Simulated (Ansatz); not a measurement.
# Ir(111) with 4 thermally displaced layers, 2x2: scattering by thermal displacements

Wanted: the phonon-limited resistivity of Ir at 180 K by the Landauer route.

Calculated with Ansatz 0.2.0; Ansatz plane-wave DFT, PBE, PAW files; ballistic transport by layer matching (Landauer), zero bias; PAW set soft_1.

This is a report of a sequence of runs, with most program output left out.

### Step 1. The structure

The cell holds 40 atoms: 40 Ir. Its edges and angles: a = 5.430 Å, b = 5.430 Å, c = 22.222 Å, α = 93.5°, β = 86.5°, γ = 120.0°. It derives from Ir. Regions: lead, 24 atoms (24 Ir); scattering region, 16 atoms (16 Ir). The structure is stacked along c, and the current runs across the ab planes.

### Step 2. With 4 displaced layers

Each atom of 4 layers is moved at random, by amounts drawn from a normal law 0.0297 Å wide in each direction from the Debye model (420 K) at 180 K. The layers about the cell's end stay perfect and serve as the lead. Disorder leaves little or no symmetry, which makes such runs dear. Energies from -0.05 to 0.05 eV in steps of 0.05 eV are too few for the program's thermal sum, so it prints no conductance; for a metal the transmission near the Fermi level serves, at a fraction of the cost.

input.yaml reads:

```yaml
crystal:
  lattice:
    - [5.4297315514, 0.0, 0.0]
    - [-2.7148657757, 4.7022854592, 0.0]
    - [1.3574328878, -0.7837142432, 22.1667862353]
  atoms:
    - { symbol: Ir, position: [0.9916666667, 0.0083333333, 0.05] }
    - { symbol: Ir, position: [0.9916666667, 0.5083333333, 0.05] }
    - { symbol: Ir, position: [0.4916666667, 0.0083333333, 0.05] }
    - { symbol: Ir, position: [0.4916666667, 0.5083333333, 0.05] }
    - { symbol: Ir, position: [0.1416666667, 0.3583333333, 0.15] }
    - { symbol: Ir, position: [0.1416666667, 0.8583333333, 0.15] }
    - { symbol: Ir, position: [0.6416666667, 0.3583333333, 0.15] }
    - { symbol: Ir, position: [0.6416666667, 0.8583333333, 0.15] }
[... 28 atom lines left out ...]
    - { symbol: Ir, position: [0.8416666667, 0.1583333333, 0.95] }
    - { symbol: Ir, position: [0.8416666667, 0.6583333333, 0.95] }
    - { symbol: Ir, position: [0.3416666667, 0.1583333333, 0.95] }
    - { symbol: Ir, position: [0.3416666667, 0.6583333333, 0.95] }
kpoints:
  mp_grid: { grid: [5, 5, 1] }
hamiltonian:
  xc: pbe
  pseudopotentials: { kind: paw, azcp: { folder: soft_1 } }
scf:
  occupations: { method: fermi_dirac, width: 0.1 }
output:
  transmission:
    leads: [[0, 4]]
    kmesh: [10, 10]
    e_range: [-0.05, 0.05]
    de: 0.05
  write_potential: true
  write_density: true
  volumetric_format: npy
  elf: true
```

The run is started by

```bash
ansatz run input.yaml --threads 4 --pin off --max-ram 15360MiB --backend cpu --events-out ev --progress --plain --runs-dir out
```

Run time: 4.4 min. Hardware: 4 threads of Intel Xeon Platinum 8375C at 2.90GHz (Ice Lake), shared host; peak memory 5.2 GiB; 16 min of CPU time.

This step gave:

- free energy: -477473.4433 eV
- energy at zero smearing: -477472.8620 eV
- Fermi energy: 25.82 eV
- cell area: 25.53 Å²
- transmission per spin nearest the Fermi level: 5.616
- open channels per spin nearest the Fermi level: 5.78
- step of the lead's potential: 4.1 meV

Per spin. Transmission, zone mean against energy, zero at the Fermi level:

```csv
energy (eV),"transmission, zone mean"
-0.0500,5.74
0.0000,5.62
0.0500,5.90
```

Per spin. Table of open channels, zone mean, lead by energy, zero at the Fermi level:

```csv
energy (eV),"open channels, zone mean, lead"
-0.0500,5.9
0.0000,5.78
0.0500,6.14
```

Transmission over k1 and k2. At 0.0000 eV from the Fermi level.

Ten even steps from '0' (3.51) to '9' (7.89):
```
5530355555
3357753355
3073337035
5373993735
5553999355
5537399373
3530733370
3553357753
5555553035
5533555335
```
Columns: k1 (b1) from -0.5 to 0.4; rows upwards: k2 (b2) from -0.5 to 0.4.

Open channels over k1 and k2. At 0.0000 eV from the Fermi level.

Values, 10 rows by 10 columns:
```
6.00 6.00 5.00 4.00 5.00 6.00 6.00 6.00 6.00 6.00
5.00 5.00 6.00 7.00 7.00 6.00 5.00 5.00 6.00 6.00
5.00 4.00 7.00 5.00 5.00 5.00 7.00 4.00 5.00 6.00
6.00 5.00 7.00 5.00 8.00 8.00 5.00 7.00 5.00 6.00
6.00 6.00 6.00 5.00 8.00 8.00 8.00 5.00 6.00 6.00
6.00 6.00 5.00 7.00 5.00 8.00 8.00 5.00 7.00 5.00
5.00 6.00 5.00 4.00 7.00 5.00 5.00 5.00 7.00 4.00
5.00 6.00 6.00 5.00 5.00 6.00 7.00 7.00 6.00 5.00
6.00 6.00 6.00 6.00 6.00 6.00 5.00 4.00 5.00 6.00
6.00 6.00 5.00 5.00 6.00 6.00 6.00 5.00 5.00 6.00
```
Columns: k1 (b1) from -0.5 to 0.4; rows upwards: k2 (b2) from -0.5 to 0.4.

ELF in the ca plane at fractional y = 0.618, with atoms of Ir within 0.2 Å of it. It is the smooth field of the valence electrons, not physical close to the nuclei.

Ten even steps from '0' (0.16) to '9' (0.59), each cell a mean:
```
33211122232698962333200023332598983332211123
34332465333479952333310123332597883233210023
22233699843224422233322234323379973322210023
22233699952333211233223367633234433323322223
34332598743323221233233368842233322257533334
33221233233367632334322356533223322357533324
22210133333699952334311122223378743334432223
33211122233698962333200023332498983322211123
34332465334479952333210122332597883233210013
22233699843334422223322233223489973332210023
22233699952333321123233367633335533323322223
34332598743323321233233478842334332257533334
33221243233368732333323357633334333357533324
22210133333699962333311123223378853334432223
```
Columns run along c (16.0 Å, from fractional 0.14 to 0.86 of the cell), rows up along a (5.4 Å). Atoms in or near the plane, at fractional coordinates: Ir at (0.65, 0.90), Ir at (0.65, 0.39).

Valence density in the ca plane at fractional y = 0.618, with atoms of Ir within 0.2 Å of it. It is the smooth field of the valence electrons, not physical close to the nuclei.

Ten even steps from '0' (0.2 e/Å³) to '9' (9.3 e/Å³), each cell a mean:
```
00000000000268620000000000000159830000000000
00000011100034310000000000000169840000000000
00000155300000000000000000000025420000000000
00000267410000000000000012100001000000000000
00000134200000000000000023200000000012100000
00000000000022100000000011100000000012100001
00000000000157510000000000000023210001000000
00000000000268620000000000000159730000000000
00000011100135310000000000000169940000000000
00000155300001000000000000000036520000000000
00000267410000000000000012100001100000000000
00000134200000000000000023200000000012100000
00000000000023200000000012100000000012100001
00000000000268510000000000000024310001000000
```
Columns run along c (16.0 Å, from fractional 0.14 to 0.86 of the cell), rows up along a (5.4 Å). Atoms in or near the plane, at fractional coordinates: Ir at (0.65, 0.90), Ir at (0.65, 0.39).

Electrostatic potential energy in the ca plane at fractional y = 0.618, with atoms of Ir within 0.2 Å of it. With pseudopotentials it is smooth inside the atoms' cores, unlike the true potential.

Ten even steps from '0' (-42 eV) to '9' (27 eV), each cell a mean:
```
99999998998400048999999999999500027999999999
99999755789731369999999999999500027999999999
99998510379987799998999977899741148999999999
99998400169999999987899853589987789987799998
99999632479988999987899742479999999864579987
99999977899743589998899865689988899864479976
88999999998500159999999998899842369987789987
99999998998400048999999999999610037999999999
99999755789621269999999999999500027999999999
99998510379976789999999987899730148999999999
99998400169999999988899853589986689987799998
99999632479988899987899742379999999864579987
99999977899743589998899864589987899864479976
88999999998400158999999988899741368987789987
```
Columns run along c (16.0 Å, from fractional 0.14 to 0.86 of the cell; values clipped at the 3rd and 97th percentile), rows up along a (5.4 Å). Atoms in or near the plane, at fractional coordinates: Ir at (0.65, 0.90), Ir at (0.65, 0.39).

Over the solved energies the transmission per spin lies between 5.62 and 5.90, out of 5.94 channels of the lead on average (up to 6.14).

### Step 3. With 8 displaced layers

Each atom of 8 layers is moved at random, by amounts drawn from a normal law 0.0297 Å wide in each direction from the Debye model (420 K) at 180 K. A fresh draw is used; the growth of the resistance with length is what counts.

System of this step: Ir(111) with 8 thermally displaced layers, 2x2. The cell holds 56 atoms: 56 Ir. Its edges and angles: a = 5.430 Å, b = 5.430 Å, c = 31.073 Å, α = 87.5°, β = 92.5°, γ = 120.0°. It derives from Ir. Regions: lead, 24 atoms (24 Ir); scattering region, 32 atoms (32 Ir). The structure is stacked along c, and the current runs across the ab planes.

input.yaml reads:

```yaml
crystal:
  lattice:
    - [5.4297315514, 0.0, 0.0]
    - [-2.7148657757, 4.7022854592, 0.0]
    - [-1.3574328878, 0.7837142432, 31.0335007294]
  atoms:
    - { symbol: Ir, position: [0.005952381, 0.994047619, 0.0357142857] }
    - { symbol: Ir, position: [0.005952381, 0.494047619, 0.0357142857] }
    - { symbol: Ir, position: [0.505952381, 0.994047619, 0.0357142857] }
    - { symbol: Ir, position: [0.505952381, 0.494047619, 0.0357142857] }
    - { symbol: Ir, position: [0.1845238095, 0.3154761905, 0.1071428571] }
    - { symbol: Ir, position: [0.1845238095, 0.8154761905, 0.1071428571] }
    - { symbol: Ir, position: [0.6845238095, 0.3154761905, 0.1071428571] }
    - { symbol: Ir, position: [0.6845238095, 0.8154761905, 0.1071428571] }
[... 44 atom lines left out ...]
    - { symbol: Ir, position: [0.3273809524, 0.1726190476, 0.9642857143] }
    - { symbol: Ir, position: [0.3273809524, 0.6726190476, 0.9642857143] }
    - { symbol: Ir, position: [0.8273809524, 0.1726190476, 0.9642857143] }
    - { symbol: Ir, position: [0.8273809524, 0.6726190476, 0.9642857143] }
kpoints:
  mp_grid: { grid: [5, 5, 1] }
hamiltonian:
  xc: pbe
  pseudopotentials: { kind: paw, azcp: { folder: soft_1 } }
scf:
  occupations: { method: fermi_dirac, width: 0.1 }
output:
  transmission:
    leads: [[0, 4]]
    kmesh: [10, 10]
    e_range: [-0.05, 0.05]
    de: 0.05
  write_potential: true
  write_density: true
  volumetric_format: npy
```

The job ended after 6.9 min (4 threads; peak memory 8.8 GiB; 26 min of CPU time).

This step gave:

- free energy: -668462.4869 eV
- energy at zero smearing: -668461.6268 eV
- Fermi energy: 25.83 eV
- transmission per spin nearest the Fermi level: 5.349
- step of the lead's potential: 2.9 meV

Per spin. Table of transmission, zone mean by energy, zero at the Fermi level:

```csv
energy (eV),"transmission, zone mean"
-0.0500,5.48
0.0000,5.35
0.0500,5.61
```

Over the solved energies the transmission per spin lies between 5.35 and 5.61, out of 5.94 channels of the lead on average (up to 6.14).

### Step 4. With 12 displaced layers

Each atom of 12 layers is moved at random, by amounts drawn from a normal law 0.0297 Å wide in each direction from the Debye model (420 K) at 180 K. A fresh draw is used; the growth of the resistance with length is what counts.

System of this step: Ir(111) with 12 thermally displaced layers, 2x2. The cell holds 72 atoms: 72 Ir. Its edges and angles: a = 5.430 Å, b = 5.430 Å, c = 39.900 Å, α = 90.0°, β = 90.0°, γ = 120.0°. It derives from Ir. Regions: lead, 24 atoms (24 Ir); scattering region, 48 atoms (48 Ir). The structure is stacked along c, and the current runs across the ab planes.

input.yaml reads:

```yaml
crystal:
  lattice:
    - [5.4297315514, 0.0, 0.0]
    - [-2.7148657757, 4.7022854592, 0.0]
    - [0.0, 0.0, 39.9002152235]
  atoms:
    - { symbol: Ir, position: [0.0, 0.0, 0.0277777778] }
    - { symbol: Ir, position: [0.0, 0.5, 0.0277777778] }
    - { symbol: Ir, position: [0.5, 0.0, 0.0277777778] }
    - { symbol: Ir, position: [0.5, 0.5, 0.0277777778] }
    - { symbol: Ir, position: [0.1666666667, 0.3333333333, 0.0833333333] }
    - { symbol: Ir, position: [0.1666666667, 0.8333333333, 0.0833333333] }
    - { symbol: Ir, position: [0.6666666667, 0.3333333333, 0.0833333333] }
    - { symbol: Ir, position: [0.6666666667, 0.8333333333, 0.0833333333] }
[... 60 atom lines left out ...]
    - { symbol: Ir, position: [0.3333333333, 0.1666666667, 0.9722222222] }
    - { symbol: Ir, position: [0.3333333333, 0.6666666667, 0.9722222222] }
    - { symbol: Ir, position: [0.8333333333, 0.1666666667, 0.9722222222] }
    - { symbol: Ir, position: [0.8333333333, 0.6666666667, 0.9722222222] }
kpoints:
  mp_grid: { grid: [5, 5, 1] }
hamiltonian:
  xc: pbe
  pseudopotentials: { kind: paw, azcp: { folder: soft_1 } }
scf:
  occupations: { method: fermi_dirac, width: 0.1 }
output:
  transmission:
    leads: [[0, 4]]
    kmesh: [10, 10]
    e_range: [-0.05, 0.05]
    de: 0.05
  write_potential: true
  write_density: true
  volumetric_format: npy
```

Elapsed: 11 min, on 4 threads; peak memory 7.6 GiB; 41 min of CPU time.

This step gave:

| Property | Result |
| --- | --- |
| free energy | -859451.5061 eV |
| energy at zero smearing | -859450.4103 eV |
| transmission per spin nearest the Fermi level | 5.108 |
| open channels per spin nearest the Fermi level | 6.02 |
| step of the lead's potential | 6.8 meV |

Per spin. The transmission, zone mean by energy, zero at the Fermi level:

```csv
energy (eV),"transmission, zone mean"
-0.0500,5.23
0.0000,5.11
0.0500,5.34
```

Over the solved energies the transmission per spin lies between 5.11 and 5.34, out of 6.06 channels of the lead on average (up to 6.26).

### Step 5. Resistance against length

This step: Ansatz plane-wave DFT, PBE, PAW files; ballistic transport by layer matching (Landauer), zero bias; resistivity from the slope of the area resistance; PAW set soft_1 (Ansatz 0.2.0).

This step gave:

| Item | Value |
| --- | --- |
| resistivity | 3.868 µΩ cm |
| intercept | -0.01801 fΩ m² |
| scatter about the fit | 0.002630 fΩ m² |

Resistance, by row:

```csv
run,length (Å),T,channels N,RA (fΩ m²)
n4,8.867,5.752,5.94,0.01815
n8,17.73,5.477,5.94,0.04687
n12,26.6,5.226,6.06,0.08674
```

Table of area resistance by length of the displaced region:

```csv
length of the displaced region (Å),area resistance (fΩ m²)
8.87,0.0181
17.73,0.0469
26.60,0.0867
```

The area resistance goes from 0.018 to 0.087 fΩ m² between 8.9 and 26.6 Å, a slope of 3.9 µΩ cm.

By hand from the end points: (0.08674 − 0.01815) fΩ m² / (26.60 − 8.87) Å = 3.9 µΩ cm, since 1 fΩ m² per Å is 1000 µΩ cm.

### Step 6. Summary of results

```yaml
resistivity_from_the_slope: 3.87 µΩ cm
area_resistance_over_8p87_a: 0.0181 fΩ m²
area_resistance_over_17p7_a: 0.0469 fΩ m²
area_resistance_over_26p6_a: 0.0867 fΩ m²
```

What this shows: The slope gives 3.9 µΩ cm. The points scatter by 0.0026 fΩ m² about the line, with one random draw a length in a 2x2 cell, so the slope is a rough value. The mean square of the displacements drawn is 0.78, 0.99 and 1.2 of the nominal one at the three lengths; with each resistance scaled back by that, the slope is 2.8 µΩ cm, the value used below. The lead's own channel count moves between the runs (5.94, 5.94 and 6.06), which shifts RA and the slope too. Read with a model of isotropic scattering on a spherical Fermi surface and the lead's 1.8×10¹⁵ S/m², this slope means a mean free path near 171 Å; over these lengths the model's slope is 1.17 times its bulk resistivity, which would be 2.4 µΩ cm. Uncorrelated displacements put too much weight on short waves, which scatter strongly; with the sideways repeat of a small cell, one draw and three short lengths, the method is good to a factor of two or three. Spin-orbit coupling is left out, which matters for Ir.

[Logs are printed without paths, hosts, clocks, repeated set-up lines and the standing remarks that a program may print on its own settings, such as how far it seeks lower states.]

[Hosts, paths, dates, database ids (printed as entryN), source tags and the programs' standing remarks are cut or masked in the printed files.]
